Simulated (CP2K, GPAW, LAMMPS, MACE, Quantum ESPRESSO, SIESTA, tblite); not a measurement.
# Running glassy 72SiO2-20Al2O3-4ZnO-4BaO (mol %) (83 atoms) with GPAW

Wanted: GPAW inputs and outputs for glassy 72SiO2-20Al2O3-4ZnO-4BaO (mol %) (83 atoms), checked against a plane-wave reference.

Program: GPAW 26.7.0. Level of theory: the method is named at each step. Results are calculated unless marked as measured.

### 1. Set-up

The cell holds 83 atoms: 18 Si, 10 Al, 1 Zn, 1 Ba and 53 O. Its edges and angles: a = 10.112 Å, b = 10.112 Å, c = 10.112 Å, α = 90.0°, β = 90.0°, γ = 90.0°. 83 atoms (18 Si, 10 Al, 1 Zn, 1 Ba, 53 O) placed at random at 2.62 g/cm³, melted at 4000 K for 10 ps at fixed volume with the Morse and Coulomb pair potential with partial charges (Pedone, Malavasi, Menziani, Cormack and Segre, J. Phys. Chem. B 110, 11780 (2006)). Quenched from 4000 K to 300 K at 20 K/ps and fixed volume, held 10 ps at zero pressure, then minimised at fixed cell.

The yardstick, on the same geometry:

- method: Kohn-Sham DFT, PBE, SSSP efficiency 1.3.0 pseudopotentials, plane waves (Quantum ESPRESSO 7.5); sssp-pbe-1.3.0-efficiency, cutoffs 60/480 Ry, Γ point
- r.m.s. force component: 0.7124 eV/Å
- longest force: 2.438 eV/Å
- pressure: 9.009 GPa
- gap (highest filled to lowest empty level): 3.117 eV
- time: 3.6 min on 4 MPI ranks of Arm Neoverse V1, shared host
- CPU time: 14 min

### 2. PBE, LCAO dzp, h 0.18 Å

Method: Kohn-Sham DFT, PBE, PAW, atomic orbitals (dzp).

run.py

```python
import numpy as np
from ase.io import read
from gpaw import GPAW, FermiDirac

atoms = read("structure.xyz")
atoms.calc = GPAW(
    mode="lcao",
    basis="dzp",
    h=0.18,
    xc="PBE",
    kpts={"size": (1, 1, 1), "gamma": True},
    occupations=FermiDirac(0.05),
    maxiter=200,
    symmetry={"point_group": False},
    txt="gpaw.txt",
)
energy = atoms.get_potential_energy(force_consistent=True)
forces = atoms.get_forces()
print(f"energy {energy:.6f} eV")
print("forces (eV/A)")
for i, (a, f) in enumerate(zip(atoms, forces)):
    print(f"{i:4d} {a.symbol:2s} {f[0]:10.5f} {f[1]:10.5f} {f[2]:10.5f}")
print(f"Fermi level {atoms.calc.get_fermi_level():.4f} eV")
for k in range(len(atoms.calc.get_ibz_k_points())):
    for s in range(atoms.calc.get_number_of_spins()):
        e = atoms.calc.get_eigenvalues(kpt=k, spin=s)
        n = np.searchsorted(e, atoms.calc.get_fermi_level())
        print(f"k {k} spin {s} levels about the Fermi level:", np.round(e[max(n - 6, 0):n], 4).tolist(), "|", np.round(e[n:n + 6], 4).tolist())
```

structure.xyz

```xyz
83
Lattice="10.11162 0.00000 0.00000 0.00000 10.11162 0.00000 0.00000 0.00000 10.11162" Properties=species:S:1:pos:R:3 pbc="T T T"
Si 1.30217 5.71569 1.71008
Si 7.00250 4.89433 0.53248
Si 0.49466 2.78029 4.07063
Si 4.53931 6.92353 8.87568
Si 1.87763 1.98188 7.71112
Si 0.07634 9.13110 0.35613
Si 8.58062 7.60424 5.13407
Si 6.15707 8.52319 6.84071
Si 5.37079 4.77410 2.97221
Si 6.30601 1.29105 8.18435
Si 2.89101 1.10105 4.88644
Si 1.31461 8.53148 5.14601
Si 2.63438 0.75807 0.39041
Si 1.01450 4.75600 8.74655
Si 6.81867 0.77283 1.17871
Si 5.87414 1.17628 3.93342
Si 1.66366 7.68685 8.15310
Si 9.14374 2.67473 1.32240
Al 3.34543 7.27936 3.12924
Al 9.55862 4.77319 6.31036
Al 4.90626 8.70570 1.11915
Al 9.27822 1.39217 8.72835
Al 8.58638 7.06307 2.13901
Al 2.99223 3.11418 2.54681
Al 5.97334 8.32025 3.86345
Al 5.49607 4.25760 7.99506
Al 6.80451 3.85071 5.25926
Al 8.76849 1.95913 6.15909
Zn 8.89024 9.97552 3.24846
Ba 3.13885 5.06926 5.75776
O 7.60899 6.28174 1.01450
O 8.02094 3.73109 1.07274
O 8.35068 3.62117 5.95039
O 2.27026 6.99805 1.81948
O 2.20989 7.38492 4.50119
O 5.35734 8.21448 5.48080
O 2.12253 4.58643 2.50546
O 9.80200 2.38341 10.02759
O 6.81918 9.92931 3.95405
O 4.37944 0.93411 4.43698
O 2.85107 2.08724 1.23433
O 3.23036 7.80283 8.39224
O 5.74856 7.48230 7.95350
O 2.28310 1.05434 8.92654
O 5.36148 2.50374 7.95117
O 4.26549 5.40850 8.49538
O 6.61704 2.13739 4.91789
O 6.52058 9.34354 1.25313
O 6.63251 1.22260 9.78491
O 1.26820 8.40923 6.75992
O 2.05478 2.18846 3.90774
O 7.69191 8.32641 6.25090
O 4.56661 8.52389 2.83570
O 5.73400 4.58350 6.31531
O 9.28348 9.97754 9.44597
O 9.74396 4.52910 8.00759
[... 23 atom lines left out ...]
O 9.36751 8.59569 1.63758
O 5.92652 1.47154 2.33781
O 6.74020 4.63021 3.75202
O 4.79554 7.27582 0.25562
```

Started as:

```
> OMP_NUM_THREADS=1 python run.py > output.txt
```

Log:

```text
energy -580.344326 eV
forces (eV/A)
   0 Si    0.13482    0.45508   -0.41931
   1 Si   -0.15853   -0.48328    1.43003
   2 Si   -1.13014   -0.54612    0.82253
   3 Si   -0.94149    0.81442   -1.01729
   4 Si   -1.79584   -0.36743    0.68149
   5 Si    1.26488    1.47864   -1.54868
   6 Si   -0.98845    0.36663    0.40540
   7 Si    0.19035    0.02899   -1.00331
   8 Si    0.50549   -0.66449   -0.13411
   9 Si    0.51476   -0.77248    0.71283
  10 Si   -1.00497    0.28658    0.52320
  11 Si    0.18861   -0.99353    1.30182
  12 Si   -1.03564   -0.57699    0.31966
  13 Si   -0.15305    0.85537    0.33680
  14 Si    0.14076    0.46826    1.00555
  15 Si    1.43071   -0.31193   -1.97192
  16 Si    0.07844   -0.27088    0.79633
  17 Si   -1.24957   -1.02469   -0.91985
  18 Al   -0.79872   -0.56609   -0.58247
  19 Al    0.99446   -0.04083    0.32233
  20 Al   -0.05115    1.07420   -0.67648
  21 Al    0.33091   -0.15229    1.30830
  22 Al    0.76578   -0.77670   -0.19737
  23 Al    0.27526    0.48632   -0.60877
[...]
75 O     1.52940    0.76631   -0.00731
  76 O    -0.03680   -2.04322   -0.88952
  77 O     0.53961   -0.98693   -1.54703
  78 O     0.97143   -1.13655    0.21113
  79 O    -0.96751    0.16778    1.85775
  80 O    -1.69582    1.88228   -0.43345
  81 O     2.14918    0.79322    0.01734
  82 O     0.66301   -1.25535    1.99603
Fermi level 4.4600 eV
k 0 spin 0 levels about the Fermi level: [2.6513, 2.6736, 2.7366, 2.7995, 2.8833, 3.0989] | [6.0947, 7.6031, 8.1915, 8.5167, 8.7294, 8.8232]
```

gpaw.txt:

```text
Input parameters:
  mode=LCAO(),
  basis={'default': 'dzp'},
  h=0.18,
  kpts=MonkhorstPack(size=(1, 1, 1), gamma=True),
  maxiter=200,
  occupations=Occupations(name='fermi-dirac', width=0.05, fixmagmom=False),
  symmetry=Symmetry(point_group=False),
  xc=XC(name='PBE')
Unit cell  # Å
| periodic |         x |         y |         z |   lengths |    angles |
|----------|-----------|-----------|-----------|-----------|-----------|
|      yes | 10.111620 |  0.000000 |  0.000000 | 10.111620 | 90.000000 |
|      yes |  0.000000 | 10.111620 |  0.000000 | 10.111620 | 90.000000 |
|      yes |  0.000000 |  0.000000 | 10.111620 | 10.111620 | 90.000000 |
Number of symmetries: 1
Symmetry operations  # r_c * U_cc + t_c -> r_c
|   | kind |            matrix            |
|---|------|------------------------------|
| 0 |  E   |  1, 0, 0,  0, 1, 0,  0, 0, 1 |
BZ-sampling:
  Number of BZ points: 1
  Number of IBZ points: 1
  Monkhorst-Pack size: [1, 1, 1]
  Monkhorst-Pack shift: [0, 0, 0]
[... lines left out ...]
Reference energy: -586292.770277  # eV
eigensolver:
density mixing:
  MSR1-Mixer
occupation numbers:
  Fermi-Dirac:
    width: 0.0500  # eV
FastPoissonSolver using
    Stencil: 6*3+1=19 point O(h^6) finite-difference Laplacian
xc functional:
  name: PBE with 2 nearest neighbor stencil
interpolation: tri-quintic # 5. degree polynomial
Initialization done in: 12.640 s
convergence criteria:
- Maximum [total energy] change in last 3 cyles: 0.0005 eV / valence electron
- Maximum integral of absolute [dens]ity change: 0.0001 electrons / valence electron
- Maximum integral of absolute [eigenst]ate change: 4e-08 eV^2 / valence electron
maximum number of iterations: 200
SCF iterations
|iter     |      energy | eigst |  dens |
|---------|-------------|-------|-------|
|iter:   1| -634.702819 |      c|       |
|iter:   2| -620.806341 |      c| -0.77 |
|iter:   3| -579.606192 |      c| -0.82 |
|iter:   4| -580.126654 |      c| -1.45 |
|iter:   5| -580.364701 |      c| -1.75 |
|iter:   6| -580.344980 |      c| -2.54 |
|iter:   7| -580.344423c|      c| -3.19 |
|iter:   8| -580.344339c|      c| -3.63 |
|iter:   9| -580.344326c|      c| -4.14c|
Converged in 9 steps
SCF loop duration: 138.306 s (15.367 s/step)
Energy contributions relative to reference atoms: (reference = -586292.770277)
Energy contributions:
  Kinetic:         826.580365
  Coulomb:        -704.722786
  Zero:              8.315517
  External:          0.000000
  Xc:             -710.517423
  Entropy:          -0.000000
  Spinorbit:         0.000000
  ----------------------------
  Free energy:    -580.344326
  Extrapolated:   -580.344326
dipole moment: (56.103777, 122.419156, -39.310631)  # |e|*Ang
Fermi level: 4.460
Eigenvalues  # (at kpt = [0.000, 0.000, 0.000])
| band index |      eig [eV] | occ [0-2] |
|------------|---------------|-----------|
|          0 |       -23.008 |     2.000 |
|        ... |               |           |
|        213 |         2.553 |     2.000 |
|        214 |         2.578 |     2.000 |
[...]
|        228 |         9.228 |     0.000 |
|        ... |               |           |
|        269 |        12.343 |     0.000 |
Gap: 2.996 eV
Transition (v -> c):
  (s=0, k=0, n=220, [0.00, 0.00, 0.00]) -> (s=0, k=0, n=221, [0.00, 0.00, 0.00])
No difference between direct/indirect transitions
Force computation time: 39.208  # s
timing:  # [seconds]
  Total:  190.188  # ━━━━━━━━━━━━━━━━━━━━━━━━━━━━━━━━━━━━━━━━━━━━━━━━━━━━━━━━
  Init:    12.639  # ━━━╸
  SCF:    138.306  # ━━━━━━━━━━━━━━━━━━━━━━━━━━━━━━━━━━━━━━━━╸
  Forces:  39.208  # ━━━━━━━━━━━╸
```

Run time: 3.2 min. Hardware: 1 thread of Arm Neoverse V1, shared host; peak memory 1.6 GiB.

Banners, paths, timers and routine set-up lines are dropped from the logs unmarked, and long logs keep their key lines alone; longer cuts are marked.

Compared with the plane-wave run:

```yaml
r_m_s_force_component: 0.959 eV/Å
r_m_s_difference_of_force_components: 298 meV/Å
longest_difference_of_force_vectors: 953.9 meV/Å
force_difference_over_r_m_s_force: 41.83 %
slope_of_forces_against_the_reference_s: 1.318
correlation_of_force_components: 0.9795
spacing_of_highest_filled_and_lowest_empty_level: 2.996 eV
gap_difference: -0.1212 eV
```

This run lies far from the reference in forces at the same functional. Basis and potentials both differ; the latter hold 442 valence electrons against the reference's 450.

Length of the force difference by element (eV/Å):

```csv
element,atoms,mean,most
Al,10,0.21,0.34
Ba,1,0.062,0.062
O,53,0.60,0.95
Si,18,0.17,0.31
Zn,1,0.093,0.093
```

Levels nearest the highest filled one (eV from it): -0.45, -0.43, -0.36, -0.30, -0.22, 0.00, 3.00, 4.50, 5.09, 5.42, 5.63, 5.72.

The surroundings of Zn29, the only Zn atom, nearest first, numbered as they follow in the input and with coordinates relative to it.

```csv
atom,x,y,z,distance (Å),bonds,Fx,Fy,Fz (eV/Å)
Zn29,0.00,0.00,0.00,0.00,5,-0.42,0.63,-0.20
O62,-0.55,1.35,-1.53,2.11,3,1.03,-0.87,0.92
O80,0.48,-1.38,-1.61,2.17,3,-0.97,0.17,1.86
O39,-2.07,-0.05,0.71,2.19,3,1.16,-1.06,0.38
O75,0.95,-1.41,1.39,2.20,3,-0.26,1.54,-1.21
O77,0.73,1.72,1.43,2.36,3,-0.04,-2.04,-0.89
O67,-1.22,-2.50,0.49,2.82,3,-0.19,-0.11,-1.18
Si7,-0.31,-2.37,1.89,3.05,4,-0.99,0.37,0.41
Si15,-2.07,0.91,-2.07,3.07,4,0.14,0.47,1.01
```

Atoms are counted from 1 here, from 0 in the log.

Forces lie 42 % from the reference's, at 0.22 times its CPU time (on 1 against 4 cores).

The difference per atom is largest on O (0.60 eV/Å on average, against 0.21 on Al).

### 3. PBE, LCAO szp(dzp), h 0.18 Å

Method: Kohn-Sham DFT, PBE, PAW, atomic orbitals (szp(dzp)).

run.py, as its differences from that of step 2:

```diff
@@ -7,3 +7,3 @@
     mode="lcao",
-    basis="dzp",
+    basis="szp(dzp)",
     h=0.18,
```

structure.xyz is that of step 2.

Log:

```text
energy -558.250855 eV
forces (eV/A)
   0 Si    0.05826    0.63511   -0.20329
   1 Si   -0.25669   -0.32839    1.18484
   2 Si   -1.18496   -0.38245    1.07623
   3 Si   -1.01414    0.55217   -0.81123
   4 Si   -1.69674   -0.48232    0.87805
   5 Si    1.18838    1.69704   -1.52187
   6 Si   -1.11997    0.36000    0.63407
   7 Si   -0.01801   -0.09927   -1.06713
   8 Si    0.80638   -0.72116   -0.06754
   9 Si   -0.02264   -0.55119    0.63192
  10 Si   -0.95192    0.18238    0.46300
  11 Si    0.23895   -1.19784    1.46715
[...]
78 O     0.97162   -1.22392    0.22094
  79 O    -1.07068    0.06664    1.90444
  80 O    -1.75514    1.93911   -0.40051
  81 O     1.99470    0.71839    0.20508
  82 O     0.67113   -1.09704    1.99299
Fermi level 4.6036 eV
k 0 spin 0 levels about the Fermi level: [2.8548, 2.9061, 2.9286, 3.037, 3.0687, 3.3312] | [6.2416, 7.8476, 8.3853, 8.6437, 8.9123, 8.9752]
```

gpaw.txt:

```text
Input parameters:
  mode=LCAO(),
  basis={'default': 'szp(dzp)'},
  h=0.18,
  kpts=MonkhorstPack(size=(1, 1, 1), gamma=True),
  maxiter=200,
  occupations=Occupations(name='fermi-dirac', width=0.05, fixmagmom=False),
  symmetry=Symmetry(point_group=False),
  xc=XC(name='PBE')
[... lines left out ...]
  Fermi-Dirac:
[... lines left out ...]
convergence criteria:
- Maximum [total energy] change in last 3 cyles: 0.0005 eV / valence electron
[... lines left out ...]
Converged in 9 steps
[... lines left out ...]
  Free energy:    -558.250855
[... lines left out ...]
Fermi level: 4.604
[... lines left out ...]
|          0 |       -22.992 |     2.000 |
|        ... |               |           |
|        213 |         2.753 |     2.000 |
|        214 |         2.794 |     2.000 |
[...]
|        228 |         9.347 |     0.000 |
|        ... |               |           |
|        269 |        12.689 |     0.000 |
Gap: 2.910 eV
Transition (v -> c):
  (s=0, k=0, n=220, [0.00, 0.00, 0.00]) -> (s=0, k=0, n=221, [0.00, 0.00, 0.00])
No difference between direct/indirect transitions
Force computation time: 27.824  # s
timing:  # [seconds]
  Total:  142.703  # ━━━━━━━━━━━━━━━━━━━━━━━━━━━━━━━━━━━━━━━━━━━━━━━━━━━━━━━━
  Init:    10.285  # ━━━━
  SCF:    104.562  # ━━━━━━━━━━━━━━━━━━━━━━━━━━━━━━━━━━━━━━━━━
  Forces:  27.824  # ━━━━━━━━━━━
```

Wall time 2.4 min (1 thread); peak memory 1.5 GiB.

Numbers from this run, and their distance from the reference:

| Item | Value |
| --- | --- |
| r.m.s. force component | 0.9761 eV/Å |
| r.m.s. difference of force components | 324.5 meV/Å |
| longest difference of force vectors | 924.2 meV/Å |
| force difference over r.m.s. force | 45.54 % |
| slope of forces against the reference's | 1.335 |
| correlation of force components | 0.9743 |
| gap (highest filled to lowest empty level) | 2.91 eV |
| gap difference | -0.2066 eV |

This is a coarse setting, run to see what it loses.

Against the first run (42 %), the force difference from the reference is 46 %, at 0.75 times the CPU time, with 757 basis functions against 1103.

### 4. RPBE, LCAO dzp, h 0.18 Å

Method: Kohn-Sham DFT, RPBE, PAW, atomic orbitals (dzp).

run.py, as its differences from that of step 3:

```diff
@@ -7,5 +7,5 @@
     mode="lcao",
-    basis="szp(dzp)",
+    basis="dzp",
     h=0.18,
-    xc="PBE",
+    xc="RPBE",
     kpts={"size": (1, 1, 1), "gamma": True},
```

structure.xyz is that of step 3.

Log:

```text
energy -549.896894 eV
forces (eV/A)
   0 Si    0.14149    0.46411   -0.43101
   1 Si   -0.14526   -0.48082    1.42207
   2 Si   -1.15696   -0.54151    0.84844
   3 Si   -0.95074    0.81336   -1.00989
   4 Si   -1.81306   -0.38561    0.69552
   5 Si    1.25356    1.45420   -1.57169
   6 Si   -1.00081    0.34730    0.41749
   7 Si    0.19427    0.03894   -1.00554
   8 Si    0.50245   -0.67679   -0.12042
   9 Si    0.51265   -0.79098    0.73272
  10 Si   -0.99319    0.28677    0.53022
  11 Si    0.18219   -1.02526    1.31685
  12 Si   -1.02096   -0.57985    0.32249
  13 Si   -0.15275    0.87281    0.36778
  14 Si    0.13464    0.49361    1.00333
  15 Si    1.44348   -0.32698   -1.99528
  16 Si    0.05268   -0.25685    0.81153
  17 Si   -1.26749   -1.03953   -0.94519
  18 Al   -0.81421   -0.55854   -0.58261
  19 Al    1.04322   -0.02175    0.33894
  20 Al   -0.05775    1.08457   -0.69038
  21 Al    0.30397   -0.13095    1.31139
  22 Al    0.77164   -0.77340   -0.18443
  23 Al    0.29464    0.48837   -0.62964
[...]
75 O     1.63536    0.78508    0.01613
  76 O    -0.01220   -2.07551   -0.86064
  77 O     0.54233   -1.00639   -1.63628
  78 O     0.98989   -1.15394    0.21799
  79 O    -0.91393    0.02810    1.70824
  80 O    -1.79605    2.00131   -0.48940
  81 O     2.32069    0.85878   -0.03720
  82 O     0.68212   -1.36059    2.06782
Fermi level 4.4909 eV
k 0 spin 0 levels about the Fermi level: [2.8157, 2.8345, 2.8998, 2.9632, 3.0462, 3.2628] | [6.3656, 7.9016, 8.4867, 8.8031, 8.9955, 9.0835]
```

gpaw.txt:

```text
Input parameters:
  mode=LCAO(),
  basis={'default': 'dzp'},
  h=0.18,
  kpts=MonkhorstPack(size=(1, 1, 1), gamma=True),
  maxiter=200,
  occupations=Occupations(name='fermi-dirac', width=0.05, fixmagmom=False),
  symmetry=Symmetry(point_group=False),
  xc=XC(name='RPBE')
Unit cell  # Å
| periodic |         x |         y |         z |   lengths |    angles |
[... lines left out ...]
  Fermi-Dirac:
[... lines left out ...]
convergence criteria:
- Maximum [total energy] change in last 3 cyles: 0.0005 eV / valence electron
[... lines left out ...]
Converged in 9 steps
[... lines left out ...]
  Free energy:    -549.896894
  Extrapolated:   -549.896894
dipole moment: (56.086052, 122.415593, -39.294508)  # |e|*Ang
Fermi level: 4.491
Eigenvalues  # (at kpt = [0.000, 0.000, 0.000])
| band index |      eig [eV] | occ [0-2] |
|------------|---------------|-----------|
|          0 |       -22.935 |     2.000 |
|        ... |               |           |
|        213 |         2.715 |     2.000 |
|        214 |         2.739 |     2.000 |
[...]
|        228 |         9.477 |     0.000 |
|        ... |               |           |
|        269 |        12.621 |     0.000 |
Gap: 3.103 eV
Transition (v -> c):
  (s=0, k=0, n=220, [0.00, 0.00, 0.00]) -> (s=0, k=0, n=221, [0.00, 0.00, 0.00])
No difference between direct/indirect transitions
Force computation time: 38.579  # s
timing:  # [seconds]
  Total:  188.095  # ━━━━━━━━━━━━━━━━━━━━━━━━━━━━━━━━━━━━━━━━━━━━━━━━━━━━━━━━
  Init:    12.699  # ━━━━
  SCF:    136.783  # ━━━━━━━━━━━━━━━━━━━━━━━━━━━━━━━━━━━━━━━━╸
  Forces:  38.579  # ━━━━━━━━━━━╸
```

Wall time 3.2 min (1 thread); peak memory 1.6 GiB.

Compared with the plane-wave run:

| Property | Result |
| --- | --- |
| r.m.s. force component | 0.9963 eV/Å |
| r.m.s. difference of force components | 341.3 meV/Å |
| longest difference of force vectors | 1130 meV/Å |
| force difference over r.m.s. force | 47.91 % |
| slope of forces against the reference's | 1.363 |
| correlation of force components | 0.9747 |
| gap (highest filled to lowest empty level) | 3.103 eV |
| gap difference | -0.0142 eV |

Against the first run (42 %), the force difference from the reference is 48 %, at 0.99 times the CPU time; the model has changed, so this is no error of the program alone.

[end of part 1 of 2]

[Also dropped from logs without a mark: logging warnings of Python, and SIESTA's first energy breakdown and zero terms.]

[Logs are printed without paths, hosts, clocks, repeated set-up lines and the standing remarks that a program may print on its own settings, such as how far it seeks lower states.]

[Hosts, paths, dates, database ids (printed as entryN), source tags and the programs' standing remarks are cut or masked in the printed files.]
